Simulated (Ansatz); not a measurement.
# RbVS3 in I4/mcm, a phase reached by a soft mode: following an unstable mode, part 3 of 3

Aim: this structure of RbVS3 in I4/mcm, a phase reached by a soft mode is to be tested for unstable modes, and one is followed downhill.

Ansatz 0.2.0; DFT PBEsol, scalar-relativistic, plane waves, PAW; PAW set soft_1.

So far. Step 5 (Energy along the mode, all amplitudes (two of the runs …): The lowest of the steps tried is at 0.22 Å, 2.39 meV/atom below the parent; the bottom of the well need not coincide with a step. Step 7 (The new phase in its own primitive cell): The largest force component left is 0.54 meV/Å and the pressure is -0.001 GPa, within the tolerances set. The cell now holds 25.07 Å³/atom. The relaxed cell has a, b, c = 3.857, 7.080, 9.178 Å (conventional setting).

The structure was built from a prototype and need not be the compound's stable phase.

### Step 8. Modes of the new phase

A relaxed structure may still be a saddle point, so its zone-centre modes are computed. The response to a homogeneous field gives the Born charges and the dielectric tensor.

The input, input.yaml:

```yaml
crystal:
  lattice:
    - [3.8570852671, 0.0, 0.0]
    - [0.0, 3.5402262187, 4.5891541627]
    - [0.0, -3.5402262187, 4.5891541627]
  atoms:
    - { symbol: Rb, position: [0.5, 0.0169846725, 0.0169846725] }
    - { symbol: V, position: [0.0, 0.4079633364, 0.4079633364] }
    - { symbol: S, position: [0.5, 0.5333117469, 0.5333117469] }
    - { symbol: S, position: [0.0, 0.5131324062, 0.0379465532] }
    - { symbol: S, position: [0.0, 0.0379465532, 0.5131324062] }
kpoints:
  mp_grid: { grid: [6, 4, 4] }
hamiltonian:
  xc: pbesol
  pseudopotentials: { kind: paw, azcp: { folder: soft_1 }, xc_functional: pbe }
scf:
  occupations: { method: fixed }
output:
  eigenvalues: true
phonons:
  method: dfpt
  dielectric: true
  rigid_motions: translations
```

Run with:

```sh
> ansatz run input.yaml --threads 4 --pin off --max-ram 16384MiB --backend cpu --events-out ev --progress --plain --runs-dir out
```

Numbers of over 12 decimals in the logs are rounded to 6 here.

Output:

```text
[...]
Crystal: 5 atoms, lattice volume = 125.329 Å³
Basis set: ecut = 420 eV, 2497 PW (Γ), exchange–correlation on 54×80×80 points (8 copies of the dense FFT grid, shifted against one another)
Bands: 25, of which v1, the nominal top of the filled ones, is band 20 counted from 1 (19 counted from 0)
Symmetry: 4 space group operations
k-points: 52 of 96 (irreducible under 1 space group operation, time reversal used)
[...]
SCF iter   1: F=—  HF=-8763.401466 eV  |F-HF|=—  |Δ(HF+E_count)|=         —  Δρ=6.91e-2  dr2=1.33e1  ethr=3.10e-3  ⟨swp⟩=5.8  Hψ=5783  notcnv=0  defer=138
[...]
SCF iter  15: F=-8761.435899 eV  HF=-8761.435899 eV  |F-HF|=1.82e-11  |Δ(HF+E_count)|=  9.09e-12  Δρ=1.18e-7  dr2=2.56e-11  ethr=1.00e-12  ⟨swp⟩=14.1  Hψ=9323  notcnv=0
SCF 1 converged in 15 iterations: F = -8761.435899 eV  dr2 = 2.56e-11
[...]
NSCF: frozen V_eff on 2 k-points
DFPT response loops at Γ: preconditioner auto → Resta (q_TF=auto, 2.255 Å⁻¹)  ε∞=8.9 (no band partly filled); β = 1.00, the filter's whole step (`scf.mixing.beta` (0.50) is not read by the response loops at its default; to damp them type it under 1.00, their step now; it binds the ground state too); Broyden in place of MSR1
── the response to a field inside a basis, on 8×6×6 k-points: an SCF that follows is theirs, and a resumed run solves both again ──
Bands: 21, of which v1, the nominal top of the filled ones, is band 20 counted from 1 (19 counted from 0)
k-points: 48 of 288 (time reversal used)
[...]
Eigensolver: Dense (48 Hₖ)
SCF iter   1: F=—  HF=-8761.426875 eV  |F-HF|=—  |Δ(HF+E_count)|=         —  Δρ=1.26e-4  dr2=5.73e-6  ethr=1.00e-1
[...]
SCF iter   5: F=-8761.426881 eV  HF=-8761.426881 eV  |F-HF|=3.33e-8  |Δ(HF+E_count)|=   4.24e-8  Δρ=4.45e-6  dr2=4.34e-8  ethr=2.67e-10
SCF 1 converged in 5 iterations: F = -8761.426881 eV  dr2 = 4.34e-8
[...]
WARN: field response: ε∞ stands inside a basis, on 8×6×6 points; the force constants stand on the 6×4×4 k-mesh, whose period is 12.09 times the interband length at k = (0.3333, -0.5000, -0.5000), direct gap 0.887 eV, under 14: take them and everything formed from them as unconverged, and compare with a denser kpoints.mp_grid
SCF converged after 15 iterations
Free energy (F): -8761.435899 eV
[...]
Internal energy: -8761.435899 eV  (E = F + TS)
E sigma→0 (E₀):  -8761.435899 eV
Fermi energy:    4.799030 eV
[...]
--- Band table (eV; the first three rows and the last of 52) ---
  k-point 0: bands = [... 16 lower, 3.0038, 3.6934, 3.9691, 4.7990, 6.4068, 6.6026, 7.8288, 8.3656, ... 1 higher]
  k-point 1: bands = [... 16 lower, 3.0924, 3.6427, 4.0466, 4.4513, 6.4160, 6.5956, 7.8400, 8.1594, ... 1 higher]
  k-point 2: bands = [... 16 lower, 3.1510, 3.6046, 4.1121, 4.1577, 6.4307, 6.5904, 7.6145, 8.2120, ... 1 higher]
  k-point 51: bands = [... 16 lower, 2.7953, 4.0851, 4.3327, 4.7701, 5.7396, 6.3152, 6.5530, 7.4059, ... 1 higher]
[...]
ASR residual: 1.947e-4 → 0.000e0 eV/Å²; symmetrization residual: 8.614e-6 eV/Å²
  ASR residual per site (eV/Å²): 1.95e-4 1.21e-4 4.01e-5 4.41e-5 4.41e-5
  Γ frequencies (cm⁻¹): 0.00 0.00 0.00 67.17 70.16 76.82 89.07 126.60 164.22 177.81 195.95 305.32 384.78 517.93 525.46
  ε∞ (high-frequency dielectric tensor):
        8.506262    -0.000000    -0.000000
       -0.000000     7.041668     0.000000
       -0.000000     0.000000     6.183915
  ε⁰ (static dielectric tensor: ions relaxed, cell fixed):
       13.650625     0.000000     0.000000
        0.000000    10.001528    -0.000000
        0.000000    -0.000000     8.661250
  ε⁰ − ε∞ (ionic part):
        5.144363     0.000000     0.000000
        0.000000     2.959860    -0.000000
        0.000000    -0.000000     2.477335
  softest optical mode at Γ: 67.17 cm⁻¹; the repairs (sum rule, projections) moved no ω² at Γ by more than (1.33 cm⁻¹)²
  Born effective charges Z* (e; rows j = field, columns β = displacement):
    site 0:
         1.07443   -0.00000    0.00000
        -0.00000    1.40868   -0.00000
         0.00000   -0.00000    1.32492
    site 1:
         5.09287   -0.00000   -0.00000
        -0.00000    3.31506   -0.00000
         0.00000   -0.00000    1.79907
    site 2:
        -5.04356    0.00000   -0.00000
         0.00000   -0.52756   -0.00000
        -0.00000    0.00000   -1.09414
    site 3:
        -0.56187    0.00000   -0.00000
         0.00000   -2.09809    0.93323
        -0.00000    0.73047   -1.01493
    site 4:
        -0.56187    0.00000    0.00000
         0.00000   -2.09809   -0.93323
         0.00000   -0.73047   -1.01493
  Z* charge neutrality: 3.299e-3 e pre-enforcement
  solved inside a basis spanned on kpoints, on 8×6×6 k-points, its susceptibility summed on 10×6×6: ε∞ is read to err by 3.6e-2, Z* by 2.7e-2 e (field_mesh: kpoints solves on kpoints); Z* is corrected for what the basis lacks
  optical modes at Γ without the LO–TO term, one row a degenerate level:
      ω (cm⁻¹)  modes    IR ((D/Å)²/amu)
         67.17      1             0.1464
         70.16      1             0.4705
         76.82      1             0.7432
         89.07      1             0.7241
        126.60      1             0.0000
        164.22      1             0.0570
        177.81      1             0.1853
        195.95      1             0.0128
        305.32      1             0.4707
        384.78      1            30.2903
        517.93      1             3.8250
        525.46      1            12.2460
  optical modes at Γ + LO–TO along q̂ = [1.0000, 0.0000, 0.0000]:
      ω (cm⁻¹)  modes    IR ((D/Å)²/amu)
         67.17      1             0.1464
         74.70      1             0.2295
         76.82      1             0.7432
         89.07      1             0.7241
[...]
optical modes at Γ + LO–TO along q̂ = [0.0000, 1.0000, 0.0000]:
      ω (cm⁻¹)  modes    IR ((D/Å)²/amu)
[...]
optical modes at Γ + LO–TO along q̂ = [0.0000, 0.0000, 1.0000]:
      ω (cm⁻¹)  modes    IR ((D/Å)²/amu)
         67.17      1             0.1464
         70.16      1             0.4705
         88.53      1             0.6650
         89.07      1             0.7241
        126.60      1             0.0000
        164.22      1             0.0570
        177.81      1             0.1853
        196.04      1             0.0126
        307.36      1             0.4375
        384.78      1            30.2903
        525.46      1            12.2460
        528.14      1             3.9365
```

Wall time 92 s (4 threads of Arm Neoverse V1, shared host); peak memory 0.99 GiB; 5.8 min of CPU time.

Numbers from this step:

```
sum-rule residual before enforcement                    : 1.95e-4 eV/Å²
miss of the charge sum rule                             : 0.003299 e
estimated error of the dielectric tensor                : 0.03555
estimated error of the Born charges                     : 0.02716 e
point group                                             : mm2
highest optical mode at the zone centre (no LO-TO term) : 525.5 cm⁻¹
lowest optical zone-centre mode                         : 67.17 cm⁻¹
mean high-frequency dielectric constant                 : 7.244
largest Born charge (third of the trace)                : 3.402 e
mean static dielectric constant                         : 10.77
top of the zone-centre spectrum with the field          : 553.1 cm⁻¹
```

Patterns of degenerate modes are one choice out of their space. The modes at Γ (shares of kinetic energy by element, %):

| mode | frequency (cm⁻¹) | symmetry | Rb % | V % | S % |
| --- | --- | --- | --- | --- | --- |
| 1 | 0.0 | acoustic | 37 | 22 | 41 |
| 2 | 0.0 | acoustic | 37 | 22 | 41 |
| 3 | 0.0 | acoustic | 37 | 22 | 41 |
| 4 | 67.2 | B2 | 23 | 8 | 69 |
| 5 | 70.2 | B1 | 63 | 15 | 22 |
| 6 | 76.8 | A1 | 62 | 15 | 23 |
| 7 | 89.1 | B2 | 40 | 7 | 53 |
| 8 | 126.6 | A2 | 0 | 0 | 100 |
| 9 | 164.2 | B1 | 0 | 21 | 79 |
| 10 | 177.8 | B2 | 0 | 17 | 83 |
| 11 | 195.9 | A1 | 1 | 5 | 94 |
| 12 | 305.3 | A1 | 0 | 19 | 81 |
| 13 | 384.8 | B1 | 0 | 42 | 58 |
| 14 | 517.9 | A1 | 0 | 39 | 61 |
| 15 | 525.5 | B2 | 0 | 46 | 54 |

Displacements in mode 4 (67.2 cm⁻¹), the largest set to 1:
```
Rb1  0.00 -0.52  0.00
V2   0.00  0.40  0.00
S3   0.00  1.00  0.00
S4   0.00 -0.13 -0.74
S5   0.00 -0.13  0.74
```

Displacements in mode 9 (164.2 cm⁻¹), the largest set to 1:
```
Rb1 -0.05  0.00  0.00
V2  -0.66  0.00  0.00
S3  -0.80  0.00  0.00
S4   1.00  0.00  0.00
S5   1.00  0.00  0.00
```

Optical modes at the zone centre, without and with the macroscopic field of the longitudinal modes; each column is sorted by frequency, so a row need not hold one and the same mode. Modes with and without the field, by row:

| rank among optical modes | no field (cm⁻¹) | q along (1, 0, 0) (cm⁻¹) | q along (0, 1, 0) (cm⁻¹) | q along (0, 0, 1) (cm⁻¹) |
| --- | --- | --- | --- | --- |
| 1 | 67.2 | 67.2 | 68.7 | 67.2 |
| 2 | 70.2 | 74.7 | 70.2 | 70.2 |
| 3 | 76.8 | 76.8 | 76.8 | 88.5 |
| 4 | 89.1 | 89.1 | 97.9 | 89.1 |
| 5 | 126.6 | 126.6 | 126.6 | 126.6 |
| 6 | 164.2 | 164.5 | 164.2 | 164.2 |
| 7 | 177.8 | 177.8 | 179 | 177.8 |
| 8 | 195.9 | 195.9 | 195.9 | 196 |
| 9 | 305.3 | 305.3 | 305.3 | 307.4 |
| 10 | 384.8 | 457.1 | 384.8 | 384.8 |
| 11 | 517.9 | 517.9 | 517.9 | 525.5 |
| 12 | 525.5 | 525.5 | 553.1 | 528.1 |

Born charge (rows field, columns displacement) (e), principal values of the symmetric part by kind of site:

| atom | atoms with these values | low | middle | high | mean |
| --- | --- | --- | --- | --- | --- |
| Rb1 | 1 | 1.07 | 1.32 | 1.41 | 1.27 |
| V2 | 1 | 1.80 | 3.32 | 5.09 | 3.40 |
| S3 | 1 | -5.04 | -1.09 | -0.53 | -2.22 |
| S4 | 2 | -2.55 | -0.56 | -0.56 | -1.22 |

In full for S3:

```
-5.04  0.00  0.00
 0.00 -0.53  0.00
 0.00  0.00 -1.09
```

High-frequency dielectric tensor:

```
8.51 0.00 0.00
0.00 7.04 0.00
0.00 0.00 6.18
```

Static dielectric tensor (ions relaxed, fixed cell):

```
13.65  0.00  0.00
 0.00 10.00  0.00
 0.00  0.00  8.66
```

Transverse modes. Infrared lines, with heights relative to the strongest:

| position (cm⁻¹) | label | relative intensity |
| --- | --- | --- |
| 67 | B2 | 0.5 |
| 70 | B1 | 1.6 |
| 77 | A1 | 2.5 |
| 89 | B2 | 2.4 |
| 127 | A2 | 0.0 |
| 164 | B1 | 0.2 |
| 178 | B2 | 0.6 |
| 196 | A1 | 0.0 |
| 305 | A1 | 1.6 |
| 385 | B1 | 100 |
| 518 | A1 | 13 |
| 526 | B2 | 40 |

Before it was imposed, the acoustic sum rule was missed by 1.9e-4 eV/Å² and the charge sum rule by 0.0033 e. Small misses are needed for a sound result but don't prove that mesh and cutoff are converged. The lowest optical mode is real, 67.2 cm⁻¹.

The log warns of the k mesh: “the force constants stand on the 6×4×4 k-mesh, whose period is 12.09 times the interband length at k = (0.3333, -0.5000, -0.5000), direct gap 0.887 eV, under 14: take them and everything formed from them as unconverged”.

### Step 9. Summary of results

* unstable mode of the parent: q = (0, 0, 0), 71i cm⁻¹
* depth at the lowest point sampled: 2.39 meV/atom
* largest atomic shift at that point: 0.22 Å
* space group reached (within 0.01 Å): Amm2
* energy gained over the parent (first relaxation, on the mesh of the frozen mode): 115 meV/atom
* volume per atom, phase reached: 25.1 Å³
* gap on the k-mesh, phase reached: 0.749 eV
* lowest optical zone-centre mode, phase reached: 67.2 cm⁻¹
* highest optical mode at the zone centre (no LO-TO term), phase reached: 525 cm⁻¹

In words: Along this mode the structure falls into Amm2, 115 meV/atom below the parent. At the parent's cell the well is 2.391 meV/atom deep on the steps tried, with its lowest point at a shift of 0.22 Å. Relaxing atoms and cell changes the gain by +113.10 meV/atom against the lowest step (energies at zero smearing). Most of the total comes from this relaxation. The new phase has no imaginary mode at the zone centre of its cell; other wavevectors were not checked. Of the 2 patterns followed to their end from this parent, this one reaches the lowest energy. Each path keeps the symmetry of its pattern, so a lower phase may lie along a pattern not tried. With the field response the log warns that the k mesh is coarse for the force constants too, so the frequencies may not be converged. With no gap, or one that is small against the smearing, the frequencies hang on the k mesh and the smearing, most of all near Kohn anomalies. The phonon runs are without spin polarisation, although V often carries a moment. The PAW files were made for PBE and serve the other functionals too. The starting cell was built on a prototype and not taken from a measurement, so the phase need not exist.

[Logs are printed without paths, hosts, clocks, repeated set-up lines and the standing remarks that a program may print on its own settings, such as how far it seeks lower states.]

[Hosts, paths, dates, database ids (printed as entryN), source tags and the programs' standing remarks are cut or masked in the printed files.]
